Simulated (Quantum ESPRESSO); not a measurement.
**BP (F-43m): phonons against volume**

Which modes of BP drive its thermal expansion?

Experimental results on record:
- volume expansion coefficient 9.6 1e-6/K near room temperature (given in “Thermal expansion coefficients of high thermal conducting BAs and BP materials (three times its linear coefficient)”, 2019, arxiv:1906.04101)

Program: Quantum ESPRESSO 7.5. Level of theory: DFT LDA, scalar-relativistic, plane waves, GBRV ultrasoft pseudopotentials. Results are calculated unless marked as measured.

## (1) The starting structure

It takes space group F-43m (No. 216, cubic). Conventional cell: a = 4.538 Å, b = 4.538 Å, c = 4.538 Å, α = 90.00°, β = 90.00°, γ = 90.00°. Nearest to B lie 4 P at 1.97 Å. Nearest to P lie 4 B at 1.97 Å. Farther neighbours are not listed.

As a file:

```cif
data_structure
_symmetry_space_group_name_H-M 'P 1'
_symmetry_Int_Tables_number 1
_cell_length_a 3.2089
_cell_length_b 3.2089
_cell_length_c 3.2089
_cell_angle_alpha 60.000
_cell_angle_beta 60.000
_cell_angle_gamma 60.000
_cell_volume 23.36
loop_
_atom_site_label
_atom_site_type_symbol
_atom_site_fract_x
_atom_site_fract_y
_atom_site_fract_z
_atom_site_occupancy
B1 B 0.00000 0.00000 0.00000 1
P2 P 0.25000 0.25000 0.25000 1
```

## (2) A first coarse run

A cheap single point shows whether the cell is a metal or an insulator and how far it is from rest; that sets the k-mesh and the occupations of what follows.

probe.in reads:

```
 &control
    calculation='scf',
    prefix='x',
    outdir='./tmp',
    pseudo_dir='./pseudo',
    tprnfor=.true.,
    tstress=.true.,
    verbosity='high',
 /
 &system
    ibrav=0,
    nat=2,
    ntyp=2,
    ecutwfc=40.0,
    ecutrho=240.0,
    occupations='smearing',
    smearing='gaussian',
    degauss=0.01,
 /
 &electrons
    conv_thr=1.0d-07,
    mixing_beta=0.7,
    electron_maxstep=100,
 /
ATOMIC_SPECIES
 B      10.8100  B.upf
 P      30.9738  P.upf
CELL_PARAMETERS angstrom
     0.000000000    2.269000000    2.269000000
     2.269000000    0.000000000    2.269000000
     2.269000000    2.269000000    0.000000000
ATOMIC_POSITIONS crystal
 B      0.000000000   0.000000000   0.000000000
 P      0.250000000   0.250000000   0.250000000
K_POINTS automatic
 6 6 6 0 0 0
```

Command:

```
$ OMP_NUM_THREADS=1 mpirun -n 8 pw.x -nk 8 -in probe.in > probe.out
```

The program printed:

```text
Program PWSCF v.7.5

     This program is part of the open-source Quantum ESPRESSO suite
     for quantum simulation of materials; please cite
         "P. Giannozzi et al., J. Phys.:Condens. Matter 21 395502 (2009);
         "P. Giannozzi et al., J. Phys.:Condens. Matter 29 465901 (2017);
         "P. Giannozzi et al., J. Chem. Phys. 152 154105 (2020);
     in publications or presentations arising from this work. More details at

     Message from routine setup:
     using ibrav=0 with symmetry is DISCOURAGED, use correct ibrav instead

     G-vector sticks info
     --------------------
     sticks:   dense  smooth     PW     G-vecs:    dense   smooth      PW
     Sum         595     409    127                 9841     5329     965

     Using Slab Decomposition

     bravais-lattice index     =            0
     lattice parameter (alat)  =       6.0638  a.u.
     unit-cell volume          =     157.6631 (a.u.)^3
     number of atoms/cell      =            2
     number of atomic types    =            2
     number of electrons       =         8.00
     number of Kohn-Sham states=            8
     kinetic-energy cutoff     =      40.0000  Ry
     charge density cutoff     =     240.0000  Ry
     scf convergence threshold =      1.0E-07
     mixing beta               =       0.7000
     number of iterations used =            8  plain     mixing
     Exchange-correlation=  SLA  PZ   NOGX NOGC
                           (   1   1   0   0   0   0   0)

     celldm(1)=   6.063849  celldm(2)=   0.000000  celldm(3)=   0.000000
     celldm(4)=   0.000000  celldm(5)=   0.000000  celldm(6)=   0.000000

     crystal axes: (cart. coord. in units of alat)
               a(1) = (   0.000000   0.707107   0.707107 )
               a(2) = (   0.707107   0.000000   0.707107 )
               a(3) = (   0.707107   0.707107   0.000000 )

     reciprocal axes: (cart. coord. in units 2 pi/alat)
               b(1) = ( -0.707107  0.707107  0.707107 )
               b(2) = (  0.707107 -0.707107  0.707107 )
               b(3) = (  0.707107  0.707107 -0.707107 )

     PseudoPot. # 1 for B  read from file:
     ./pseudo/B.upf
     Pseudo is Ultrasoft + core correction, Zval =  3.0
     Using radial grid of  781 points,  4 beta functions with:
                l(1) =   0
                l(2) =   0
                l(3) =   1
                l(4) =   1
     Q(r) pseudized with  8 coefficients,  rinner =    1.100   1.100   1.100

     PseudoPot. # 2 for P  read from file:
     ./pseudo/P.upf
     Pseudo is Ultrasoft + core correction, Zval =  5.0
     Using radial grid of  903 points,  6 beta functions with:
                l(1) =   0
                l(2) =   0
                l(3) =   1
                l(4) =   1
                l(5) =   2
                l(6) =   2
     Q(r) pseudized with  8 coefficients,  rinner =    1.300   1.300   1.300
                                                       1.300   1.300

     atomic species   valence    mass     pseudopotential
     B                 3.00    10.81000     B ( 1.00)
     P                 5.00    30.97380     P ( 1.00)

     24 Sym. Ops. (no inversion) found

                                    s                        frac. trans.

      isym =  1     identity

 cryst.   s( 1) = (     1          0          0      )
                  (     0          1          0      )
                  (     0          0          1      )

 cart.    s( 1) = (  1.0000000 -0.0000000  0.0000000 )
                  ( -0.0000000  1.0000000  0.0000000 )
                  ( -0.0000000  0.0000000  1.0000000 )

      isym =  2     180 deg rotation - cart. axis [0,0,1]

 cryst.   s( 2) = (     0          1         -1      )
                  (     1          0         -1      )
                  (     0          0         -1      )

 cart.    s( 2) = ( -1.0000000  0.0000000  0.0000000 )
                  (  0.0000000 -1.0000000  0.0000000 )
                  (  0.0000000 -0.0000000  1.0000000 )

      isym =  3     180 deg rotation - cart. axis [0,1,0]

 cryst.   s( 3) = (     0         -1          1      )
                  (     0         -1          0      )
                  (     1         -1          0      )

 cart.    s( 3) = ( -1.0000000 -0.0000000 -0.0000000 )
                  (  0.0000000  1.0000000 -0.0000000 )
                  (  0.0000000  0.0000000 -1.0000000 )

      isym =  4     180 deg rotation - cart. axis [1,0,0]

 cryst.   s( 4) = (    -1          0          0      )
                  (    -1          0          1      )
                  (    -1          1          0      )

 cart.    s( 4) = (  1.0000000  0.0000000 -0.0000000 )
                  ( -0.0000000 -1.0000000 -0.0000000 )
                  ( -0.0000000 -0.0000000 -1.0000000 )

      isym =  5     120 deg rotation - cart. axis [-1,-1,-1]

 cryst.   s( 5) = (     0          0          1      )
[...]
cart.    s( 5) = (  0.0000000  1.0000000 -0.0000000 )
[...]
isym =  6     120 deg rotation - cart. axis [-1,1,1]

 cryst.   s( 6) = (     1         -1          0      )
[...]
cart.    s( 6) = ( -0.0000000 -1.0000000 -0.0000000 )
[...]
isym =  7     120 deg rotation - cart. axis [1,1,-1]

 cryst.   s( 7) = (    -1          1          0      )
[...]
cart.    s( 7) = ( -0.0000000  1.0000000  0.0000000 )
[...]
isym =  8     120 deg rotation - cart. axis [1,-1,1]

 cryst.   s( 8) = (     0          0         -1      )
[...]
cart.    s( 8) = (  0.0000000 -1.0000000  0.0000000 )
[...]
isym =  9     120 deg rotation - cart. axis [1,1,1]

 cryst.   s( 9) = (     0          1          0      )
[...]
cart.    s( 9) = ( -0.0000000  0.0000000  1.0000000 )
[...]
isym = 10     120 deg rotation - cart. axis [-1,1,-1]

 cryst.   s(10) = (    -1          0          1      )
[...]
cart.    s(10) = (  0.0000000 -0.0000000  1.0000000 )
[...]
isym = 11     120 deg rotation - cart. axis [1,-1,-1]

 cryst.   s(11) = (     1          0         -1      )
[...]
cart.    s(11) = (  0.0000000  0.0000000 -1.0000000 )
[...]
isym = 12     120 deg rotation - cart. axis [-1,-1,1]

 cryst.   s(12) = (     0         -1          0      )
[...]
cart.    s(12) = ( -0.0000000 -0.0000000 -1.0000000 )
[...]
isym = 13     inv. 180 deg rotation - cart. axis [1,1,0]

[...]
occupation numbers
     1.0000   1.0000   1.0000   1.0000   0.0000   0.0000   0.0000   0.0000

          k = 0.1179 0.1179-0.1179 (   661 PWs)   bands (ev):

    -5.8858   6.1981   8.3570   8.3570  12.9976  13.2886  13.2886  17.6234

     occupation numbers
     1.0000   1.0000   1.0000   1.0000   0.0000   0.0000   0.0000   0.0000

          k = 0.2357 0.2357-0.2357 (   658 PWs)   bands (ev):

    -4.4688   2.3114   7.5577   7.5577  12.8916  13.8306  13.8306  18.9493

     occupation numbers
     1.0000   1.0000   1.0000   1.0000   0.0000   0.0000   0.0000   0.0000

          k =-0.3536-0.3536 0.3536 (   652 PWs)   bands (ev):

    -3.0526   0.0039   7.2700   7.2700  12.7833  13.6831  13.6831  18.9402

     occupation numbers
     1.0000   1.0000   1.0000   1.0000   0.0000   0.0000   0.0000   0.0000

          k = 0.2357 0.0000-0.0000 (   673 PWs)   bands (ev):

    -5.7191   7.1163   7.2900   7.2900  11.4076  14.8277  14.8277  15.8414

     occupation numbers
     1.0000   1.0000   1.0000   1.0000   0.0000   0.0000   0.0000   0.0000

          k = 0.3536 0.1179-0.1179 (   675 PWs)   bands (ev):

    -4.5967   3.7332   6.4950   6.5085  11.9035  15.1424  15.5856  15.8937

     occupation numbers
     1.0000   1.0000   1.0000   1.0000   0.0000   0.0000   0.0000   0.0000

          k =-0.2357-0.4714 0.4714 (   678 PWs)   bands (ev):

    -2.9056   0.7096   5.4531   6.4487  12.2461  15.3216  15.4101  17.8436

     occupation numbers
     1.0000   1.0000   1.0000   1.0000   0.0000   0.0000   0.0000   0.0000

          k =-0.1179-0.3536 0.3536 (   672 PWs)   bands (ev):

    -3.4570   1.5530   5.0009   7.1333  12.9066  14.7752  15.2572  18.7465

     occupation numbers
     1.0000   1.0000   1.0000   1.0000   0.0000   0.0000   0.0000   0.0000

          k = 0.0000-0.2357 0.2357 (   662 PWs)   bands (ev):

[...]
occupation numbers
[...]
k = 0.4714 0.0000-0.0000 (   680 PWs)   bands (ev):

[...]
occupation numbers
[...]
k =-0.1179-0.5893 0.5893 (   674 PWs)   bands (ev):

[...]
occupation numbers
[...]
k =-0.0000-0.4714 0.4714 (   680 PWs)   bands (ev):

[...]
occupation numbers
[...]
k =-0.7071 0.0000 0.0000 (   692 PWs)   bands (ev):

    -1.5564   0.5308   4.9101   4.9101  10.3173  10.5576  20.9677  20.9677

     occupation numbers
     1.0000   1.0000   1.0000   1.0000   0.0000   0.0000   0.0000   0.0000

          k =-0.2357-0.4714 0.7071 (   670 PWs)   bands (ev):

    -3.2491   2.5533   4.0115   5.7545  12.9587  14.4448  15.4571  18.4259

     occupation numbers
     1.0000   1.0000   1.0000   1.0000   0.0000   0.0000   0.0000   0.0000

          k =-0.1179-0.3536 0.5893 (   682 PWs)   bands (ev):

    -1.9481   0.9628   3.5255   5.0361  13.4364  14.6734  17.5142  18.0903

     occupation numbers
     1.0000   1.0000   1.0000   1.0000   0.0000   0.0000   0.0000   0.0000

          k =-0.7071 0.2357 0.0000 (   682 PWs)   bands (ev):

    -1.3521   0.9053   3.7085   3.8226  12.7927  13.3628  18.0653  18.6766

     occupation numbers
     1.0000   1.0000   1.0000   1.0000   0.0000   0.0000   0.0000   0.0000

     the Fermi energy is     9.6417 ev

!    total energy              =     -22.00833859 Ry
     estimated scf accuracy    <          5.7E-09 Ry
     smearing contrib. (-TS)   =      -0.00000000 Ry
     internal energy E=F+TS    =     -22.00833859 Ry

     The total energy is F=E-TS. E is the sum of the following terms:
     one-electron contribution =       6.69659763 Ry
     hartree contribution      =       1.26204087 Ry
     xc contribution           =      -8.98373754 Ry
     ewald contribution        =     -20.98323955 Ry

     convergence has been achieved in   6 iterations

     Forces acting on atoms (cartesian axes, Ry/au):

     atom    1 type  1   force =     0.00000000    0.00000000    0.00000000
     atom    2 type  2   force =     0.00000000    0.00000000    0.00000000
     The non-local contrib.  to forces
     atom    1 type  1   force =    -0.00000000   -0.00000000    0.00000000
     atom    2 type  2   force =     0.00000000    0.00000000    0.00000000
     The ionic contribution  to forces
     atom    1 type  1   force =    -0.00000000    0.00000000    0.00000000
     atom    2 type  2   force =    -0.00000000    0.00000000   -0.00000000
     The local contribution  to forces
     atom    1 type  1   force =    -0.00000000   -0.00000000   -0.00000000
     atom    2 type  2   force =    -0.00000000   -0.00000000    0.00000000
     The core correction contribution to forces
     atom    1 type  1   force =     0.00000000   -0.00000000    0.00000000
     atom    2 type  2   force =     0.00000000   -0.00000000   -0.00000000
     The Hubbard contrib.    to forces
     atom    1 type  1   force =     0.00000000    0.00000000    0.00000000
     atom    2 type  2   force =     0.00000000    0.00000000    0.00000000
     The SCF correction term to forces
     atom    1 type  1   force =    -0.00000000    0.00000000    0.00000000
     atom    2 type  2   force =     0.00000000   -0.00000000   -0.00000000

     Total force =     0.000000     Total SCF correction =     0.000000

     Computing stress (Cartesian axis) and pressure

          total   stress  (Ry/bohr**3)                   (kbar)     P=      -48.06
  -0.00032668   0.00000000   0.00000000          -48.06        0.00        0.00
   0.00000000  -0.00032668   0.00000000            0.00      -48.06        0.00
   0.00000000   0.00000000  -0.00032668            0.00        0.00      -48.06

     kinetic stress (kbar)   5532.62      0.00      0.00
                                0.00   5532.62      0.00
                                0.00      0.00   5532.62

     local   stress (kbar)   -876.60      0.00     -0.00
                                0.00   -876.60     -0.00
                               -0.00     -0.00   -876.60

     nonloc. stress (kbar)   3395.93     -0.00      0.00
                               -0.00   3395.93      0.00
                                0.00      0.00   3395.93

     hartree stress (kbar)    392.51     -0.00      0.00
                               -0.00    392.51      0.00
                                0.00      0.00    392.51

     exc-cor stress (kbar)   1180.57      0.00      0.00
                                0.00   1180.57      0.00
                                0.00      0.00   1180.57

     corecor stress (kbar)  -3147.06      0.00      0.00
                                0.00  -3147.06      0.00
                                0.00      0.00  -3147.06

     ewald   stress (kbar)  -6526.03      0.00      0.00
                                0.00  -6526.03      0.00
                                0.00      0.00  -6526.03

     hubbard stress (kbar)      0.00      0.00      0.00
                                0.00      0.00      0.00
                                0.00      0.00      0.00

     DFT-D   stress (kbar)      0.00      0.00      0.00
[...]
XDM     stress (kbar)      0.00      0.00      0.00
[...]
dft-nl  stress (kbar)      0.00      0.00      0.00
                                0.00      0.00      0.00
                                0.00      0.00      0.00

     TS-vdW  stress (kbar)      0.00      0.00      0.00
                                0.00      0.00      0.00
                                0.00      0.00      0.00

     MDB     stress (kbar)      0.00      0.00      0.00
                                0.00      0.00      0.00
                                0.00      0.00      0.00

     3D-RISM stress (kbar)      0.00      0.00      0.00
                                0.00      0.00      0.00
                                0.00      0.00      0.00

     Writing all to output data dir ./tmp/x.save/ :
     XML data file, charge density, pseudopotentials, collected wavefunctions

   JOB DONE.
```

It took 1.3 s on 8 MPI ranks of Arm Neoverse V1, shared host; 9.1 s of CPU time.

A gap read on the k-mesh alone can miss the band edges.

This step gave:

```yaml
volume_per_atom: 11.68 Å³
pressure: -4.806 GPa
gap_on_the_k_mesh: 1.298 eV
```

The start is under -4.8 GPa at this level and looks like an insulator or semiconductor on this mesh.

[end of part 1 of 9]

[Logs are printed without paths, hosts, clocks, repeated set-up lines and the standing remarks that a program may print on its own settings, such as how far it seeks lower states.]

[Hosts, paths, dates, database ids (printed as entryN), source tags and the programs' standing remarks are cut or masked in the printed files.]

[A step with changed settings may run another functional than the one named; its input shows which.]

[Of the runs on displaced cells, only some may be shown.]
